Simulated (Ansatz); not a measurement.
## A hypothetical structure for TeI6

This structure for TeI6 is made up. Its elements were placed in a known structure type with a cell scaled to their sizes. What cell does the guess relax to, and how far off was it?

Program: Ansatz 0.2.0. Level of theory: DFT, r2SCAN, plane-wave PAW, files of the set soft_1, scalar-relativistic, no spin, cell and ions relaxed at zero pressure; PAW set soft_1, in the first sound run; inputs show where later runs differ. Results are calculated unless marked as measured.

### Step 1. The structure

The structure is trigonal, space group R-3 (No. 148). Conventional cell: a = 7.310 Å, b = 7.310 Å, c = 20.037 Å, α = 90.00°, β = 90.00°, γ = 120.00°. Nearest to I lie 1 Te at 2.71 Å. Te has 6 I at 2.71 Å nearest. Farther neighbours and most contacts between anions are not listed.

### Step 2. Relaxation of the guess

The guess takes its coordinates from another compound and its volume from a rule, so the cell and any free coordinates are relaxed together.

Input file input.yaml:

```yaml
crystal:
  lattice:
    - [3.655, 2.110215234, 6.679]
    - [-3.655, 2.110215234, 6.679]
    - [0.0, -4.220430468, 6.679]
  atoms:
    - { symbol: I, position: [0.7641, 0.3788, 0.0839] }
    - { symbol: I, position: [0.6212, 0.9161, 0.2359] }
    - { symbol: I, position: [0.9161, 0.2359, 0.6212] }
    - { symbol: I, position: [0.2359, 0.6212, 0.9161] }
    - { symbol: I, position: [0.0839, 0.7641, 0.3788] }
    - { symbol: I, position: [0.3788, 0.0839, 0.7641] }
    - { symbol: Te, position: [0.0, 0.0, 0.0] }
kpoints:
  mp_grid: { grid: [5, 5, 5] }
scf:
  occupations: { method: fermi_dirac, width: 0.05 }
hamiltonian:
  xc: r2scan
  pseudopotentials: { kind: paw, azcp: { folder: soft_1 } }
relax:
  f_tol: 0.015
  max_steps: 70
  cell: {}
output:
  forces: true
  stress: true
```

Run with:

```sh
$ ansatz run input.yaml --threads 4 --pin off --max-ram 10240MiB --backend cpu --events-out ev --progress --plain --runs-dir out
```

Numbers of over 12 decimals in the logs are rounded to 6 here.

What it wrote:

```text
Engine: ansatz 0.2.0, aarch64-unknown-linux-gnu
Pseudopotentials: kind: paw
Pseudopotential: I, paw, valence charge 17, recommended cutoff 500 eV (meta_gga), soft_1/I.paw.azcp
Pseudopotential: Te, paw, valence charge 16, recommended cutoff 500 eV (meta_gga), soft_1/Te.paw.azcp
Functional definition: r2SCAN
  parameter k0 = 0.174
  parameter k1 = 0.065
  parameter a1 = 4.9479
  exchange = r2scan_x(k0 = k0, k1 = k1, a1 = a1)
  correlation = r2scan_c
Crystal: 7 atoms, lattice volume = 309.084 Å³
Basis set: ecut = 500 eV, 7897 PW (Γ), exchange–correlation on 240×240×240 points (64 copies of the dense FFT grid, shifted against one another)
Bands: 71, of which v1, the nominal top of the filled ones, is band 59 counted from 1 (58 counted from 0)
Symmetry: 6 space group operations
Space group: R-3 (ITA 148), of the structure as read, at distance tolerance 6.8e-5 Å
k-points: 23 of 125
Non-local potential: I, projectors of the file, l = 0: 2, l = 1: 2, l = 2: 2, l = 3: 1
Non-local potential: Te, projectors of the file, l = 0: 2, l = 1: 2, l = 2: 2, l = 3: 1
PAW form: soft (Blöchl's): semilocal exchange-correlation on the pseudo side does not see the compensation charge
PAW frozen core: I, regenerated for the run's functional (the file was generated under x = pbe(κ = 0.804, μ = 0.219515), c = pbe(β = 0.066725))
PAW frozen core: Te, regenerated for the run's functional (the file was generated under x = pbe(κ = 0.804, μ = 0.219515), c = pbe(β = 0.066725))
PAW one-centre angular grid: I, 590 points (default); XC on 160 Gauss nodes
PAW one-centre angular grid: Te, 590 points (default); XC on 160 Gauss nodes
Initial density: superposition of atomic densities (chi_scale 0.1, normalization cell, long waves kept (reshape's long-wave potential 0.05 eV rms))
Initial wavefunctions: pseudopotential atomic-orbital guess
Functional: x = r2scan, c = r2scan; τ floored in thin density (d = 2e-4 eV/Å³)
iter 1 solved again at ethr=1.19e-3 eV; its pass at ethr=3.10e-3 eV (dr2=1.41e0 eV) is discarded
SCF iter   1: F=—  HF=-52162.175820 eV  |F-HF|=—  |Δ(HF+E_count)|=         —  Δρ=2.09e-2  dr2=1.45e0  dr2_τ=2.41e-2  ethr=1.19e-3  ⟨swp⟩=2.9  Hψ=10422  notcnv=0
preconditioner: auto → LDOS  [insulator: Δε(μ)=0.170 eV  Ē_g=10.629 eV  σ=0.050 eV  W_gap=0.61  n_scr=58 (ndim 8)  ℏωp=14.6 eV  f_vac=0.150  D(μ)=1.97/eV (n_scr^D=8)  ε∞_Penn≈2.9  β→1.0]
SCF iter   2: F=—  HF=-52162.314046 eV  |F-HF|=—  |Δ(HF+E_count)|=   1.38e-1  Δρ=1.30e-2  dr2=1.24e0  dr2_τ=9.35e-3  ethr=1.19e-3  ⟨swp⟩=6.4  Hψ=4366  notcnv=0  defer=14
SCF iter   3: F=—  HF=-52162.017494 eV  |F-HF|=—  |Δ(HF+E_count)|=   2.97e-1  Δρ=3.37e-3  dr2=4.86e-2  dr2_τ=1.05e-3  ethr=1.05e-3  ⟨swp⟩=4.3  Hψ=3622  notcnv=0  defer=104
SCF iter   4: F=—  HF=-52162.008057 eV  |F-HF|=—  |Δ(HF+E_count)|=   9.44e-3  Δρ=9.07e-4  dr2=1.66e-3  dr2_τ=4.98e-5  ethr=4.12e-5  ⟨swp⟩=3.1  Hψ=3188  notcnv=0  defer=112
SCF iter   5: F=—  HF=-52162.009136 eV  |F-HF|=—  |Δ(HF+E_count)|=   1.08e-3  Δρ=2.50e-4  dr2=2.92e-4  dr2_τ=3.17e-6  ethr=1.41e-6  ⟨swp⟩=2.0  Hψ=2077  notcnv=0  defer=112
SCF iter   6: F=—  HF=-52162.009115 eV  |F-HF|=—  |Δ(HF+E_count)|=   2.10e-5  Δρ=7.97e-5  dr2=1.18e-5  dr2_τ=3.11e-7  ethr=2.47e-7  ⟨swp⟩=2.0  Hψ=2191  notcnv=0  defer=112
SCF iter   7: F=—  HF=-52162.009022 eV  |F-HF|=—  |Δ(HF+E_count)|=   9.30e-5  Δρ=3.78e-5  dr2=5.15e-6  dr2_τ=1.06e-7  ethr=1.00e-8  ⟨swp⟩=2.0  Hψ=3015  notcnv=0  defer=112
SCF iter   8: F=—  HF=-52162.009020 eV  |F-HF|=—  |Δ(HF+E_count)|=   1.43e-6  Δρ=5.13e-6  dr2=1.02e-7  dr2_τ=2.78e-9  ethr=8.47e-11  ⟨swp⟩=4.8  Hψ=7965  notcnv=0
SCF iter   9: F=-52162.009020 eV  HF=-52162.009020 eV  |F-HF|=5.46e-10  |Δ(HF+E_count)|=   1.86e-8  Δρ=1.06e-6  dr2=3.34e-9  dr2_τ=1.44e-10  ethr=8.47e-11  ⟨swp⟩=5.0  Hψ=5387  notcnv=0
SCF 1 converged in 9 iterations: F = -52162.009020 eV  dr2 = 3.34e-9
  greatest PAW one-centre occupation: 0.999 electrons in one spin orbital (limit 2), on the I atom at site 3 (counted from 0), in its partial waves of l = 2
relax step   1: F+E_penalty+E_count = -52162.00902038 eV  Δ(F+E_penalty+E_count) = +0.000e0 eV  max|allowed force component| = 1.017e0 eV/Å  Δτ_max = 0.0000 Å  P = +3.576 GPa  Ω = 309.084 Å³  (9 SCF iters, dr2 threshold 1.00e-7 eV, accepted)
Crystal: 7 atoms, lattice volume = 314.226 Å³
Basis set: ecut = 500 eV, 8017 PW (Γ), exchange–correlation on 240×240×240 points (64 copies of the dense FFT grid, shifted against one another)
Initial density: handed on by an earlier stage of this run
Initial wavefunctions: those handed on with the density
iter 1 solved again at ethr=2.88e-4 eV; its pass at ethr=3.10e-3 eV (dr2=3.40e-1 eV) is discarded
SCF iter   1: F=—  HF=-52162.066066 eV  |F-HF|=—  |Δ(HF+E_count)|=         —  Δρ=1.17e-2  dr2=3.45e-1  dr2_τ=8.75e-1  ethr=2.88e-4  ⟨swp⟩=4.8  Hψ=9280  notcnv=0
preconditioner: auto → LDOS  [metal: Δε(μ)=0.022 eV  Ē_g=10.183 eV  σ=0.050 eV  W_gap=0.11  n_scr=58 (ndim 8)  ℏωp=14.5 eV  f_vac=0.123  D(μ)=13.07/eV (n_scr^D=118)  β→1.0]
SCF iter   2: F=—  HF=-52162.879720 eV  |F-HF|=—  |Δ(HF+E_count)|=   8.14e-1  Δρ=9.48e-3  dr2=3.12e-1  dr2_τ=4.79e-3  ethr=2.88e-4  ⟨swp⟩=5.4  Hψ=3962  notcnv=0  defer=1
SCF iter   3: F=—  HF=-52162.802619 eV  |F-HF|=—  |Δ(HF+E_count)|=   7.71e-2  Δρ=2.74e-3  dr2=2.23e-2  dr2_τ=1.83e-4  ethr=2.65e-4  ⟨swp⟩=3.5  Hψ=3533  notcnv=0  defer=7
SCF iter   4: F=—  HF=-52162.804893 eV  |F-HF|=—  |Δ(HF+E_count)|=   2.27e-3  Δρ=1.22e-3  dr2=3.91e-3  dr2_τ=7.80e-5  ethr=1.89e-5  ⟨swp⟩=2.2  Hψ=2450  notcnv=0  defer=14
SCF iter   5: F=—  HF=-52162.804461 eV  |F-HF|=—  |Δ(HF+E_count)|=   4.32e-4  Δρ=3.92e-4  dr2=4.32e-4  dr2_τ=6.35e-6  ethr=3.31e-6  ⟨swp⟩=3.0  Hψ=3171  notcnv=0  defer=14
SCF iter   6: F=—  HF=-52162.804337 eV  |F-HF|=—  |Δ(HF+E_count)|=   1.23e-4  Δρ=9.39e-5  dr2=4.10e-5  dr2_τ=4.28e-7  ethr=3.66e-7  ⟨swp⟩=2.0  Hψ=2301  notcnv=0  defer=14
SCF iter   7: F=—  HF=-52162.804332 eV  |F-HF|=—  |Δ(HF+E_count)|=   5.81e-6  Δρ=4.45e-5  dr2=7.74e-6  dr2_τ=1.34e-7  ethr=3.48e-8  ⟨swp⟩=2.0  Hψ=3062  notcnv=0  defer=14
SCF iter   8: F=-52162.804331 eV  HF=-52162.804331 eV  |F-HF|=6.50e-9  |Δ(HF+E_count)|=   9.35e-7  Δρ=1.27e-5  dr2=5.43e-7  dr2_τ=1.18e-8  ethr=5.93e-10  ⟨swp⟩=4.0  Hψ=7608  notcnv=0
SCF 2 converged in 8 iterations: F = -52162.804331 eV  dr2 = 5.43e-7
  greatest PAW one-centre occupation: 0.999 electrons in one spin orbital (limit 2), on the I atom at site 5 (counted from 0), in its partial waves of l = 2
[...]
SCF iter   5: F=—  HF=-52162.913395 eV  |F-HF|=—  |Δ(HF+E_count)|=   6.09e-5  Δρ=4.77e-5  dr2=1.09e-5  dr2_τ=2.01e-7  ethr=1.10e-7  ⟨swp⟩=3.0  Hψ=3188  notcnv=0
SCF iter   6: F=—  HF=-52162.913398 eV  |F-HF|=—  |Δ(HF+E_count)|=   2.90e-6  Δρ=1.95e-5  dr2=1.24e-6  dr2_τ=2.54e-8  ethr=9.21e-9  ⟨swp⟩=2.0  Hψ=2508  notcnv=0
SCF iter   7: F=-52162.913398 eV  HF=-52162.913398 eV  |F-HF|=5.59e-8  |Δ(HF+E_count)|=   1.55e-7  Δρ=7.31e-6  dr2=1.47e-7  dr2_τ=3.75e-9  ethr=5.93e-10  ⟨swp⟩=5.0  Hψ=5485  notcnv=0
SCF 3 converged in 7 iterations: F = -52162.913398 eV  dr2 = 1.47e-7
  greatest PAW one-centre occupation: 0.999 electrons in one spin orbital (limit 2), on the I atom at site 4 (counted from 0), in its partial waves of l = 2
relax step   3: F+E_penalty+E_count = -52162.91339840 eV  Δ(F+E_penalty+E_count) = -1.091e-1 eV  max|allowed force component| = 6.640e-2 eV/Å  Δτ_max = 0.1155 Å  P = +0.114 GPa  Ω = 289.176 Å³  energy of the carried Pulay correction = +2.081e-3 eV  (7 SCF iters, dr2 threshold 7.00e-7 eV, accepted)
[...]
relax step   4: F+E_penalty+E_count = -52162.92318255 eV  Δ(F+E_penalty+E_count) = -9.784e-3 eV  max|allowed force component| = 3.598e-2 eV/Å  Δτ_max = 0.0385 Å  P = +0.178 GPa  Ω = 283.525 Å³  energy of the carried Pulay correction = +2.698e-3 eV  (6 SCF iters, dr2 threshold 2.76e-7 eV, accepted)
[...]
relax step   5: F+E_penalty+E_count = -52162.93250293 eV  Δ(F+E_penalty+E_count) = -9.320e-3 eV  max|allowed force component| = 2.250e-2 eV/Å  Δτ_max = 0.0583 Å  P = +0.064 GPa  Ω = 282.449 Å³  energy of the carried Pulay correction = +2.816e-3 eV  (7 SCF iters, dr2 threshold 1.65e-7 eV, accepted)
[...]
relax step   6: F+E_penalty+E_count = -52162.93450711 eV  Δ(F+E_penalty+E_count) = -2.004e-3 eV  max|allowed force component| = 4.236e-3 eV/Å  Δτ_max = 0.0258 Å  P = -0.016 GPa  Ω = 285.672 Å³  energy of the carried Pulay correction = +2.462e-3 eV  (7 SCF iters, dr2 threshold 3.16e-8 eV, accepted)
[...]
relax step   7: F+E_penalty+E_count = -52162.93471893 eV  Δ(F+E_penalty+E_count) = -2.118e-4 eV  max|allowed force component| = 3.950e-3 eV/Å  Δτ_max = 0.0071 Å  P = -0.004 GPa  Ω = 285.954 Å³  energy of the carried Pulay correction = +2.431e-3 eV  (8 SCF iters, accepted)
[...]
relax step   8: F+E_penalty+E_count = -52162.93446201 eV  Δ(F+E_penalty+E_count) = +2.569e-4 eV  max|allowed force component| = 7.840e-3 eV/Å  Δτ_max = 0.0198 Å  P = -0.008 GPa  Ω = 286.905 Å³  energy of the carried Pulay correction = +2.328e-3 eV  (9 SCF iters, accepted)
[...]
relax step   9: F+E_penalty+E_count = -52162.93481037 eV  Δ(F+E_penalty+E_count) = -3.484e-4 eV  max|allowed force component| = 1.059e-4 eV/Å  Δτ_max = 0.0104 Å  P = -0.000 GPa  Ω = 286.351 Å³  energy of the carried Pulay correction = +2.388e-3 eV  (8 SCF iters, accepted)
Initial wavefunctions: pseudopotential atomic-orbital guess (no wavefunctions were taken with the density)
iter 1 solved again at ethr=1.17e-6 eV; its pass at ethr=3.10e-3 eV (dr2=1.38e-3 eV) is discarded
SCF iter   1: F=—  HF=-52162.932937 eV  |F-HF|=—  |Δ(HF+E_count)|=         —  Δρ=5.92e-5  dr2=9.74e-7  dr2_τ=3.94e-6  ethr=1.17e-6  ⟨swp⟩=4.4  Hψ=12484  notcnv=0
eigensolver tolerance schedule: the retry pair's looser diagonalisation over-reported the residual by 1411.89 of it (diagonalisation noise at 1.13 of the residual, at the tolerance the schedule requests for it); recorded, not acted on — ethr = c·dr2/N_el stays at c = 1.0e-1
preconditioner: auto → LDOS  [metal: Δε(μ)=0.010 eV  Ē_g=10.287 eV  σ=0.050 eV  W_gap=0.05  n_scr=58 (ndim 8)  ℏωp=15.2 eV  f_vac=0.064  D(μ)=14.03/eV (n_scr^D=130)  β→1.0]
SCF iter   2: F=—  HF=-52162.932961 eV  |F-HF|=—  |Δ(HF+E_count)|=   2.46e-5  Δρ=6.25e-6  dr2=1.29e-7  dr2_τ=3.73e-9  ethr=8.26e-10  ⟨swp⟩=3.1  Hψ=3349  notcnv=0
SCF iter   3: F=—  HF=-52162.932961 eV  |F-HF|=—  |Δ(HF+E_count)|=   5.64e-9  Δρ=4.28e-6  dr2=5.31e-8  dr2_τ=1.25e-9  ethr=1.10e-10  ⟨swp⟩=2.0  Hψ=3020  notcnv=0
SCF iter   4: F=—  HF=-52162.932961 eV  |F-HF|=—  |Δ(HF+E_count)|=   1.09e-8  Δρ=1.55e-6  dr2=7.41e-9  dr2_τ=3.91e-11  ethr=4.50e-11  ⟨swp⟩=3.0  Hψ=3124  notcnv=0
SCF iter   5: F=—  HF=-52162.932961 eV  |F-HF|=—  |Δ(HF+E_count)|=   1.50e-9  Δρ=3.89e-7  dr2=4.52e-10  dr2_τ=3.08e-12  ethr=6.28e-12  ⟨swp⟩=3.0  Hψ=3231  notcnv=0
SCF iter   6: F=-52162.932961 eV  HF=-52162.932961 eV  |F-HF|=2.18e-11  |Δ(HF+E_count)|=  3.64e-11  Δρ=6.63e-8  dr2=1.40e-11  dr2_τ=1.79e-13  ethr=1.00e-12  ⟨swp⟩=5.7  Hψ=6376  notcnv=0
SCF 10 converged in 6 iterations: F = -52162.932961 eV  dr2 = 1.40e-11
relax step  10: F+E_penalty+E_count = -52162.93296114 eV  Δ(F+E_penalty+E_count) = +1.849e-3 eV  max|allowed force component| = 1.335e-4 eV/Å  Δτ_max = 0.0000 Å  P = -0.005 GPa  Ω = 286.351 Å³  stress off target by 4.94e-3 GPa  SCF on the basis re-selected at this cell (its energy is not comparable with the rows above)  (6 SCF iters)
basis re-selected at this cell: Δ(F+E_penalty+E_count) = +1.849e-3 eV, ΔP = -0.005 GPa vs the last step (what re-selecting the basis moved, of the pressure what is left beyond the Pulay correction that the steps carried, after the strain that the cell walked since its last selection, with what the two solves' SCF thresholds leave and, on support functions, any second-order correction that the steps lacked; it is no m [...]
SCF converged after 6 iterations
Free energy (F): -52162.932961 eV
Harris-Foulkes:  -52162.932961 eV  (|F-HF|=2.18e-11)
Internal energy: -52162.822807 eV  (E = F + TS)
E sigma→0 (E₀):  -52162.877884 eV
Entropy (-TS):   -0.110154 eV (-15.736 meV/atom)
Fermi energy:    4.914221 eV
--- Per-component energies (eV) ---
  E_band       = -2739.798557
  E_kinetic    = 1119.462597
  E_local      = -15032.090505  (includes V_loc(G=0)·N_el)
  E_nonlocal   = 742.198529
  E_hartree    = 6812.477625
  E_xc         = -720.276175
  E_vxc        = -821.335015  (∫ρ·V_xc dr)
  E_paw        = -33509.329548  (= ΣΔE_a)
  E_vpaw       = -2420.463425  (= ΣTr[D̂ρ^β])
  E_aug_tail   = -0.004069  (compensation charges beyond the density's cutoff)
  E_vtau       = 47.478373  (kinetic-family band-sum trace: ∫τ·v_τ [+ j·A + Jᵃ·Aᵃ] dr)
  E_ewald      = -11575.984678
  E_core_change = 0.723416  (= ΣΔE_core)
  E_smearing   = -0.110154  (= −TS)
  E_closure    = 0.000000  (closes the sum)
  Σ components = -52162.932961   (vs F -52162.932961, Δ=0.00e0)
--- Forces (eV/Å), atoms counted from 1 ---
  atom   1  I     -0.00012816     0.00004512    -0.00006010
  atom   2  I     -0.00010315    -0.00008843     0.00006010
  atom   3  I     -0.00002501     0.00013355     0.00006010
  atom   4  I      0.00012816    -0.00004512     0.00006010
  atom   5  I      0.00002501    -0.00013355    -0.00006010
  atom   6  I      0.00010315     0.00008843    -0.00006010
  atom   7  Te     0.00000000     0.00000000     0.00000000
  max |Σ_I F_I| component: 4.63e-18 eV/Å
--- Stress (GPa, compression-positive) ---
       -0.004793      -0.000000      -0.000000
        0.000000      -0.004793       0.000000
       -0.000000       0.000000      -0.004936
  P = ⅓ Tr σ = -0.0048 GPa (-0.048 kbar)
--- Relaxed structure (9 steps of the walk, 9 accepted, 1 SCFs on fresh bases) ---
  F+E_penalty+E_count = -52162.93296114 eV   max|allowed force component| = 1.335e-4 eV/Å   (the final SCF, on the basis selected at the relaxed cell)
  cell:  # Å, volume = 286.3510 Å³
    - [3.628528, 2.094932, 6.278371]
    - [-3.628528, 2.094932, 6.278371]
    - [-8.696934257337645e-19, -4.189864, 6.278371]
  atoms:
    - { symbol: I, position: [0.750285, 0.418173, 0.096909] }
    - { symbol: I, position: [0.581827, 0.903091, 0.249715] }
    - { symbol: I, position: [0.903091, 0.249715, 0.581827] }
    - { symbol: I, position: [0.249715, 0.581827, 0.903091] }
    - { symbol: I, position: [0.096909, 0.750285, 0.418173] }
    - { symbol: I, position: [0.418173, 0.096909, 0.750285] }
    - { symbol: Te, position: [6.822461191544953e-19, -8.094058828184467e-19, 1.2542051349954672e-19] }
```

Elapsed: 2.8 min, on 4 threads of Arm Neoverse V2, shared host; peak memory 1.8 GiB.

The steps of the relaxation:

```tsv
step	energy less that of the first step (eV)	largest force component (eV/Å)	pressure (GPa)	volume (Å³)
1	0.0000	1.0166	3.58	309.08
2	-0.7953	0.1836	-0.09	314.23
3	-0.9044	0.0664	0.11	289.18
4	-0.9142	0.0360	0.18	283.52
5	-0.9235	0.0225	0.06	282.45
6	-0.9255	0.0042	-0.02	285.67
7	-0.9257	0.0040	0.00	285.95
8	-0.9254	0.0078	-0.01	286.90
9	-0.9258	0.0001	0.00	286.35
10*	-0.9239	0.0001	0.00	286.35
```

Relaxation steps marked * repeat the geometry before them on a plane-wave basis chosen anew for their cell, so energy and pressure can jump there.

Forces are held to the 6 operations that the run works with; a distortion that breaks them can't arise in this run.

```tsv
conventional cell, symmetrised	before	after	change
a (Å)	7.310	7.257	-0.7 %
b (Å)	7.310	7.257	-0.7 %
c (Å)	20.037	18.835	-6.0 %
volume (Å³/atom)	44.15	40.91	-7.4 %
```

The atoms that moved most (Å, as changes of fractional coordinates times the final cell):

```tsv
atom	dx	dy	dz	length
I3	-0.097	0.167	-0.242	0.310
I4	0.193	0.001	-0.242	0.310
I2	-0.096	-0.168	-0.242	0.310
I5	0.097	-0.167	0.242	0.310
I6	0.096	0.168	0.242	0.310
I1	-0.193	-0.001	0.242	0.310
```

Numbers from this step:

* free energy: -52162.9330 eV
* energy at zero smearing: -52162.8779 eV
* smearing term TS: 0.1102 eV
* Fermi energy: 4.914 eV
* electrons: 118
* symmetry operations: 6
* pressure: -0.004840 GPa

The shortest distance of each pair, which need not be the same contact before and after:

```tsv
pair	guess (Å)	relaxed (Å)
I–Te	2.710	2.941
I–I	3.772	3.782
```

The relaxation ends with a largest force component of 1.3e-4 eV/Å and a pressure of 0.00 GPa.

(Part 1 of 2 ends here.)

[Logs are printed without paths, hosts, clocks, repeated set-up lines and the standing remarks that a program may print on its own settings, such as how far it seeks lower states.]

[Hosts, paths, dates, database ids (printed as entryN), source tags and the programs' standing remarks are cut or masked in the printed files.]
